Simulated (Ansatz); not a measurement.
# Σ5 (310) boundary in fcc Ir: structure and resistance, part 3 of 3

Wanted: what the Σ5 (310) boundary in fcc Ir costs an interconnect.

Ansatz 0.2.0; Ansatz plane-wave DFT, PBEsol, PAW files; relaxation of a bicrystal slab with its lowest layers held; PAW set soft_1 (the session's first sound run).

So far. Step 3 (Transmission across the boundary): Over the solved energies the transmission per spin lies between 2.34 and 2.41, out of 6.15 channels of the lead on average (up to 6.26). Step 4 (Specific resistance): Averaged over the energies near the Fermi level, 38.7 % of the channels pass, which makes 0.774 fΩ m².

## (5) Single-crystal slab for reference

The free faces cost energy too. A single-crystal slab with the same faces and held layers is relaxed, so that they cancel.

This step: Ansatz plane-wave DFT, PBEsol, PAW files; relaxation of a single-crystal slab with its lowest layers held; PAW set soft_1 (Ansatz 0.2.0).

System of this step: Ir slab, plane (3, 1, 0). The cell holds 33 atoms: 33 Ir. Cell: a = 6.071 Å, b = 3.839 Å, c = 30.426 Å, α = 90.0°, β = 90.0°, γ = 90.0°. It derives from Ir. Vacuum lies along c.

The input, input.yaml:

```yaml
crystal:
  lattice:
    - [6.0706244242, 0.0, 0.0]
    - [0.0, 3.8394, 0.0]
    - [0.0, 0.0, 30.4259981568]
  atoms:
    - { symbol: Ir, position: [0.6000000002, 0.0, 0.1643331461] }
    - { symbol: Ir, position: [0.3000000002, 0.5, 0.1842852423] }
    - { symbol: Ir, position: [2.0e-10, 0.0, 0.2042373385] }
    - { symbol: Ir, position: [0.7000000002, 0.5, 0.2241894347] }
    - { symbol: Ir, position: [0.4000000002, 0.0, 0.2441415309] }
    - { symbol: Ir, position: [0.1000000002, 0.5, 0.2640936271] }
    - { symbol: Ir, position: [0.8000000002, 0.0, 0.2840457233] }
    - { symbol: Ir, position: [0.5000000002, 0.5, 0.3039978195] }
    - { symbol: Ir, position: [0.2000000002, 0.0, 0.3239499157] }
    - { symbol: Ir, position: [0.9000000002, 0.5, 0.3439020119] }
    - { symbol: Ir, position: [0.6000000001, 0.0, 0.3638541082] }
    - { symbol: Ir, position: [0.3000000001, 0.5, 0.3838062044] }
    - { symbol: Ir, position: [1.0e-10, 0.0, 0.4037583006] }
    - { symbol: Ir, position: [0.7000000001, 0.5, 0.4237103968] }
    - { symbol: Ir, position: [0.4000000001, 0.0, 0.443662493] }
    - { symbol: Ir, position: [0.1000000001, 0.5, 0.4636145892] }
    - { symbol: Ir, position: [0.8000000001, 0.0, 0.4835666854] }
    - { symbol: Ir, position: [0.5000000001, 0.5, 0.5035187816] }
    - { symbol: Ir, position: [0.2000000001, 0.0, 0.5234708778] }
    - { symbol: Ir, position: [0.9000000001, 0.5, 0.543422974] }
    - { symbol: Ir, position: [0.6000000001, 0.0, 0.5633750702] }
    - { symbol: Ir, position: [0.3000000001, 0.5, 0.5833271664] }
    - { symbol: Ir, position: [1.0e-10, 0.0, 0.6032792626] }
    - { symbol: Ir, position: [0.7000000001, 0.5, 0.6232313588] }
    - { symbol: Ir, position: [0.4000000001, 0.0, 0.643183455] }
    - { symbol: Ir, position: [0.1, 0.5, 0.6631355512] }
    - { symbol: Ir, position: [0.8, 0.0, 0.6830876475] }
    - { symbol: Ir, position: [0.5, 0.5, 0.7030397437] }
    - { symbol: Ir, position: [0.2, 0.0, 0.7229918399] }
    - { symbol: Ir, position: [0.9, 0.5, 0.7429439361] }
    - { symbol: Ir, position: [0.6, 0.0, 0.7628960323] }
    - { symbol: Ir, position: [0.3, 0.5, 0.7828481285] }
    - { symbol: Ir, position: [0.0, 0.0, 0.8028002247] }
kpoints:
  mp_grid: { grid: [4, 6, 1] }
hamiltonian:
  xc: pbesol
  pseudopotentials: { kind: paw, azcp: { folder: soft_1 }, xc_functional: pbe }
scf:
  occupations: { method: fermi_dirac, width: 0.1 }
relax:
  f_tol: 0.03
  max_steps: 80
  constraints: [{ sites: [0, 1, 2, 3, 4] }]
```

Started as:

```
ansatz run input.yaml --threads 4 --pin off --max-ram 15360MiB --backend cpu --events-out ev --progress --plain --runs-dir out
```

Numbers of over 12 decimals in the logs are rounded to 6 here.

The log of the run:

```text
Warning: crystal.symmetry: narrowed to the stabiliser of the relax constraints — unitary ops 4 → 2; lowered at sites 0, 1, 2, 3, 4, 28, 29, 30, 31, 32 (the operations that carried what is held of a site onto what its image site leaves free; the constrained walk keeps no symmetry that its constraints do not admit)
[...]
Crystal: 33 atoms, lattice volume = 709.156 Å³
Basis set: ecut = 420 eV, 13845 PW (Γ), exchange–correlation on 90×54×432 points (8 copies of the dense FFT grid, shifted against one another)
Bands: 337, of which v1, the nominal top of the filled ones, is band 281 counted from 1 (280 counted from 0)
Symmetry: 2 space group operations
k-points: 12 of 24 (time reversal used)
[...]
SCF iter   9: F=-389404.266875 eV  HF=-389404.266888 eV  |F-HF|=1.35e-5  |Δ(HF+E_count)|=   1.50e-5  Δρ=3.42e-5  dr2=1.62e-5  ethr=4.01e-9  ⟨swp⟩=3.0  Hψ=19074  notcnv=0
SCF 1 converged in 9 iterations: F = -389404.266875 eV  dr2 = 1.62e-5
[...]
relax step   1: F+E_penalty+E_count = -389404.26687498 eV  Δ(F+E_penalty+E_count) = +0.000e0 eV  max|allowed force component| = 2.209e0 eV/Å  Δτ_max = 0.0000 Å  (9 SCF iters, dr2 threshold 2.25e-5 eV, accepted)
[...]
SCF iter   6: F=-389404.584713 eV  HF=-389404.584726 eV  |F-HF|=1.27e-5  |Δ(HF+E_count)|=   6.49e-5  Δρ=5.32e-5  dr2=3.60e-5  ethr=1.78e-8  ⟨swp⟩=3.2  Hψ=15308  notcnv=0
SCF 2 converged in 6 iterations: F = -389404.584713 eV  dr2 = 3.60e-5
[...]
relax step   2: F+E_penalty+E_count = -389404.58471327 eV  Δ(F+E_penalty+E_count) = -3.178e-1 eV  max|allowed force component| = 8.675e-1 eV/Å  Δτ_max = 0.1949 Å  (6 SCF iters, dr2 threshold 1.00e-4 eV, accepted)
[...]
SCF iter   6: F=-389404.658856 eV  HF=-389404.658865 eV  |F-HF|=9.43e-6  |Δ(HF+E_count)|=   2.72e-5  Δρ=3.65e-5  dr2=2.06e-5  ethr=8.38e-9  ⟨swp⟩=3.1  Hψ=16249  notcnv=0
SCF 3 converged in 6 iterations: F = -389404.658856 eV  dr2 = 2.06e-5
relax step   3: F+E_penalty+E_count = -389404.65885553 eV  Δ(F+E_penalty+E_count) = -7.414e-2 eV  max|allowed force component| = 1.154e-1 eV/Å  Δτ_max = 0.1509 Å  (6 SCF iters, dr2 threshold 4.70e-5 eV, accepted)
[...]
relax step   4: F+E_penalty+E_count = -389404.66265218 eV  Δ(F+E_penalty+E_count) = -3.797e-3 eV  max|allowed force component| = 4.627e-2 eV/Å  Δτ_max = 0.0232 Å  (8 SCF iters, accepted)
[...]
relax step   5: F+E_penalty+E_count = -389404.66203986 eV  Δ(F+E_penalty+E_count) = +6.123e-4 eV  max|allowed force component| = 8.664e-2 eV/Å  Δτ_max = 0.0086 Å  (6 SCF iters, rejected (line search))
SCF iter   1: F=—  HF=-389404.663839 eV  |F-HF|=—  |Δ(HF+E_count)|=         —  Δρ=3.41e-4  dr2=1.27e-3  ethr=1.82e-6  ⟨swp⟩=2.3  Hψ=7099  notcnv=0  defer=179
[...]
SCF iter   6: F=-389404.663056 eV  HF=-389404.663056 eV  |F-HF|=5.30e-9  |Δ(HF+E_count)|=   3.78e-8  Δρ=1.58e-6  dr2=3.73e-8  ethr=1.78e-11  ⟨swp⟩=5.0  Hψ=14518  notcnv=0
SCF 6 converged in 6 iterations: F = -389404.663056 eV  dr2 = 3.73e-8
relax step   6: F+E_penalty+E_count = -389404.66305592 eV  Δ(F+E_penalty+E_count) = -4.037e-4 eV  max|allowed force component| = 1.034e-2 eV/Å  Δτ_max = 0.0042 Å  (6 SCF iters, accepted)
SCF converged after 6 iterations
Free energy (F): -389404.663056 eV
[...]
Internal energy: -389403.530691 eV  (E = F + TS)
E sigma→0 (E₀):  -389404.096873 eV
Entropy (-TS):   -1.132365 eV (-34.314 meV/atom)
Fermi energy:    15.040621 eV
[...]
--- Forces (eV/Å), atoms counted from 1 ---
  atom   1  Ir    -0.42752877    -0.00000000     2.08612238
  atom   2  Ir     0.88087580    -0.00000000     0.83827538
  atom   3  Ir     0.14496440     0.00000000    -0.30259866
  atom   4  Ir    -0.24772430     0.00000000    -1.42833111
  atom   5  Ir    -0.35092374     0.00000000    -1.21195473
  atom   6  Ir    -0.00000671     0.00000000    -0.00358159
  atom   7  Ir     0.00047037    -0.00000000     0.00052887
  atom   8  Ir     0.00010898    -0.00000000     0.00152447
  atom   9  Ir     0.00039692    -0.00000000     0.00227259
  atom  10  Ir    -0.00030547     0.00000000     0.00241531
  atom  11  Ir     0.00028641    -0.00000000     0.00093073
  atom  12  Ir    -0.00055167    -0.00000000    -0.00007825
  atom  13  Ir    -0.00098705    -0.00000000     0.00052283
  atom  14  Ir    -0.00083064    -0.00000000     0.00176357
  atom  15  Ir     0.00061966    -0.00000000     0.00119899
  atom  16  Ir     0.00024637     0.00000000     0.00286452
  atom  17  Ir     0.00107144     0.00000000     0.00014836
  atom  18  Ir     0.00041570    -0.00000000    -0.00026148
  atom  19  Ir     0.00021347     0.00000000     0.00066242
  atom  20  Ir     0.00176421     0.00000000     0.00019403
  atom  21  Ir    -0.00013902     0.00000000     0.00548391
  atom  22  Ir    -0.00075998     0.00000000     0.00566483
  atom  23  Ir     0.00132212     0.00000000     0.00189190
  atom  24  Ir     0.00200935    -0.00000000     0.00213157
  atom  25  Ir    -0.00035631    -0.00000000    -0.00307826
  atom  26  Ir     0.00031023     0.00000000    -0.00371962
  atom  27  Ir     0.00219043     0.00000000    -0.00217279
  atom  28  Ir    -0.00109133     0.00000000     0.00092551
  atom  29  Ir     0.00345271    -0.00000000    -0.00242070
  atom  30  Ir    -0.01034246     0.00000000     0.01015356
  atom  31  Ir     0.00391566    -0.00000000    -0.00598272
  atom  32  Ir    -0.00323009     0.00000000     0.00201140
  atom  33  Ir     0.00015659     0.00000000    -0.00350434
  max |Σ_I F_I| component: 1.33e-5 eV/Å
--- Relaxed structure (6 steps of the walk, 5 accepted, 0 SCFs on fresh bases) ---
  F+E_penalty+E_count = -389404.66305592 eV   max|allowed force component| = 1.034e-2 eV/Å
  atoms:
    - { symbol: Ir, position: [0.600000, 0.0, 0.164333] }
    - { symbol: Ir, position: [0.300000, 0.500000, 0.184285] }
    - { symbol: Ir, position: [2.0606061412437365e-10, 0.0, 0.204237] }
    - { symbol: Ir, position: [0.700000, 0.500000, 0.224189] }
    - { symbol: Ir, position: [0.400000, 0.0, 0.244142] }
    - { symbol: Ir, position: [0.096378, 0.500000, 0.262105] }
    - { symbol: Ir, position: [0.801355, 1.2924637822994645e-18, 0.282577] }
    - { symbol: Ir, position: [0.500092, 0.500000, 0.302842] }
    - { symbol: Ir, position: [0.201113, 1.64888836342482e-18, 0.322076] }
    - { symbol: Ir, position: [0.901595, 0.500000, 0.342518] }
    - { symbol: Ir, position: [0.602210, 1.4906151329141443e-18, 0.362160] }
    - { symbol: Ir, position: [0.301736, 0.500000, 0.382114] }
    - { symbol: Ir, position: [0.00145205, 1.3552534592596585e-18, 0.402218] }
    - { symbol: Ir, position: [0.701508, 0.500000, 0.421870] }
    - { symbol: Ir, position: [0.400980, 1.8063368139501286e-18, 0.441609] }
    - { symbol: Ir, position: [0.100756, 0.500000, 0.461677] }
    - { symbol: Ir, position: [0.800186, 1.7836654946176042e-18, 0.481539] }
    - { symbol: Ir, position: [0.499624, 0.500000, 0.501369] }
    - { symbol: Ir, position: [0.199400, 1.8633859251416502e-18, 0.521353] }
    - { symbol: Ir, position: [0.899127, 0.500000, 0.541097] }
    - { symbol: Ir, position: [0.599367, 2.3338906337567487e-18, 0.560722] }
    - { symbol: Ir, position: [0.298317, 0.500000, 0.581031] }
    - { symbol: Ir, position: [-0.00196393, 2.080261472144427e-18, 0.600915] }
    - { symbol: Ir, position: [0.699216, 0.500000, 0.620384] }
    - { symbol: Ir, position: [0.399633, 2.093184373691058e-18, 0.640804] }
    - { symbol: Ir, position: [0.099040, 0.500000, 0.660407] }
    - { symbol: Ir, position: [0.798928, 2.4549280181118405e-18, 0.680297] }
    - { symbol: Ir, position: [0.504743, 0.500000, 0.700137] }
    - { symbol: Ir, position: [0.203629, 3.2320174158325363e-18, 0.719318] }
    - { symbol: Ir, position: [0.895357, 0.500000, 0.741147] }
    - { symbol: Ir, position: [0.597224, 3.571927718934483e-18, 0.758836] }
    - { symbol: Ir, position: [0.292116, 0.500000, 0.776072] }
    - { symbol: Ir, position: [0.0015968, 7.958793487387444e-18, 0.793754] }
```

Run time: 11 min. Hardware: 4 threads of Arm Neoverse V1, shared host; peak memory 4.9 GiB.

Step by step:

```csv
step,energy less that of the first step (eV),largest force component (eV/Å)
1,0.0000,2.2089
2,-0.3178,0.8675
3,-0.3920,0.1154
4,-0.3958,0.0463
5,-0.3952,0.0866
6,-0.3962,0.0103
```

Relaxation step 5 was tried and not accepted.

The atoms that moved most (Å):

| atom | dx | dy | dz | length |
| --- | --- | --- | --- | --- |
| Ir33 | 0.010 | 0.000 | -0.275 | 0.275 |
| Ir32 | -0.048 | 0.000 | -0.206 | 0.212 |
| Ir31 | -0.017 | 0.000 | -0.124 | 0.125 |
| Ir29 | 0.022 | 0.000 | -0.112 | 0.114 |
| Ir28 | 0.029 | 0.000 | -0.088 | 0.093 |
| Ir24 | -0.005 | 0.000 | -0.087 | 0.087 |
| Ir27 | -0.007 | 0.000 | -0.085 | 0.085 |
| Ir26 | -0.006 | 0.000 | -0.083 | 0.083 |

Final coordinates:

```
Ir
1.0
     6.07062    0.00000    0.00000
     0.00000    3.83940    0.00000
     0.00000    0.00000   30.42600
Ir
33
Direct
  0.60000 0.00000 0.16433
  0.30000 0.50000 0.18429
  0.00000 0.00000 0.20424
  0.70000 0.50000 0.22419
  0.40000 0.00000 0.24414
  0.09638 0.50000 0.26210
  0.80135 0.00000 0.28258
  0.50009 0.50000 0.30284
  0.20111 0.00000 0.32208
  0.90160 0.50000 0.34252
  0.60221 0.00000 0.36216
  0.30174 0.50000 0.38211
  0.00145 0.00000 0.40222
  0.70151 0.50000 0.42187
  0.40098 0.00000 0.44161
  0.10076 0.50000 0.46168
  0.80019 0.00000 0.48154
  0.49962 0.50000 0.50137
  0.19940 0.00000 0.52135
  0.89913 0.50000 0.54110
  0.59937 0.00000 0.56072
  0.29832 0.50000 0.58103
  0.99804 0.00000 0.60091
  0.69922 0.50000 0.62038
  0.39963 0.00000 0.64080
  0.09904 0.50000 0.66041
  0.79893 0.00000 0.68030
  0.50474 0.50000 0.70014
  0.20363 0.00000 0.71932
  0.89536 0.50000 0.74115
  0.59722 0.00000 0.75884
  0.29212 0.50000 0.77607
  0.00160 0.00000 0.79375
```

This step gave:

| Quantity | Value |
| --- | --- |
| free energy | -389404.6631 eV |
| energy at zero smearing | -389404.0969 eV |
| Fermi energy | 15.04 eV |

The largest force component on a free atom ends at 0.010 eV/Å, under the tolerance of 0.03, after 6 steps.

## (6) Bulk reference

The perfect crystal gives the energy per atom, for the atoms by which bicrystal and slab differ.

This step: Ansatz plane-wave DFT, PBEsol, PAW files; bulk reference; PAW set soft_1 (Ansatz 0.2.0).

System of this step: Ir. Symmetry: Fm-3m, No. 225, cubic system. Conventional cell: a = 3.839 Å, b = 3.839 Å, c = 3.839 Å, α = 90.00°, β = 90.00°, γ = 90.00°. Nearest to Ir lie 12 Ir at 2.71 Å.

input.yaml, the sections that differ from step 5:

```yaml
crystal:
  lattice:
    - [0.0, 1.9197, 1.9197]
    - [1.9197, 0.0, 1.9197]
    - [1.9197, 1.9197, 0.0]
  atoms:
    - { symbol: Ir, position: [0.0, 0.0, 0.0] }
kpoints:
  mp_grid: { grid: [19, 19, 19] }
# hamiltonian, scf: as in step 5
# relax: removed
```

The log of the run:

```text
[...]
Crystal: 1 atoms, lattice volume = 14.149 Å³
Basis set: ecut = 420 eV, 283 PW (Γ)
Bands: 13, of which v1, the nominal top of the filled ones, is band 9 counted from 1 (8 counted from 0)
Symmetry: 48 space group operations
[...]
k-points: 220 of 6859
[...]
SCF iter   1: F=—  HF=-11800.560611 eV  |F-HF|=—  |Δ(HF+E_count)|=         —  Δρ=5.24e-2  dr2=2.93e-1  ethr=3.10e-3  ⟨swp⟩=5.0  Hψ=14654  notcnv=0
[...]
SCF iter   6: F=-11800.454749 eV  HF=-11800.454749 eV  |F-HF|=3.58e-10  |Δ(HF+E_count)|=   1.89e-8  Δρ=2.61e-6  dr2=4.93e-10  ethr=3.88e-10  ⟨swp⟩=1.0  Hψ=8618  notcnv=0
SCF 1 converged in 6 iterations: F = -11800.454749 eV  dr2 = 4.93e-10
[...]
SCF converged after 6 iterations
Free energy (F): -11800.454749 eV
[...]
Internal energy: -11800.420049 eV  (E = F + TS)
E sigma→0 (E₀):  -11800.437399 eV
Entropy (-TS):   -0.034700 eV (-34.700 meV/atom)
Fermi energy:    25.608086 eV
[...]
```

Wall time 0.7 s (4 threads); peak memory 0.28 GiB.

Numbers from this step:

| Item | Value |
| --- | --- |
| free energy | -11800.4547 eV |
| energy at zero smearing | -11800.4374 eV |
| Fermi energy | 25.61 eV |

## (7) Boundary energy

This step: Ansatz plane-wave DFT, PBEsol, PAW files; bicrystal less single-crystal slab less bulk atoms, a boundary area; PAW set soft_1 (Ansatz 0.2.0).

Numbers from this step:

| Item | Value |
| --- | --- |
| excess energy of the cell | 2.704 eV |
| boundary energy | 1.859 J/m² |

The boundary costs 1.9 J/m².

By hand: 2.70 eV / 23.31 Å² × 16.02 = 1.86 J/m².

## (8) What came out

| Item | Value |
| --- | --- |
| specific resistance of the boundary | 0.774 fΩ m² |
| share of channels that pass | 0.387 |
| boundary energy | 1.86 J/m² |

In words: The boundary has a specific resistance of 0.77 fΩ m² and an energy of 1.9 J/m². The boundary reflects 61 % of the channels; 0.77 fΩ m² is 7.7×10⁻¹² Ω·cm². In the relaxation the upper grain slid sideways by about 0.7 Å, so the result belongs to the position that it found, not to the starting one. One starting structure was relaxed; another shift or atom count at the boundary may lie lower. Spin-orbit coupling is left out, which matters for Ir.

[Logs are printed without paths, hosts, clocks, repeated set-up lines and the standing remarks that a program may print on its own settings, such as how far it seeks lower states.]

[Hosts, paths, dates, database ids (printed as entryN), source tags and the programs' standing remarks are cut or masked in the printed files.]
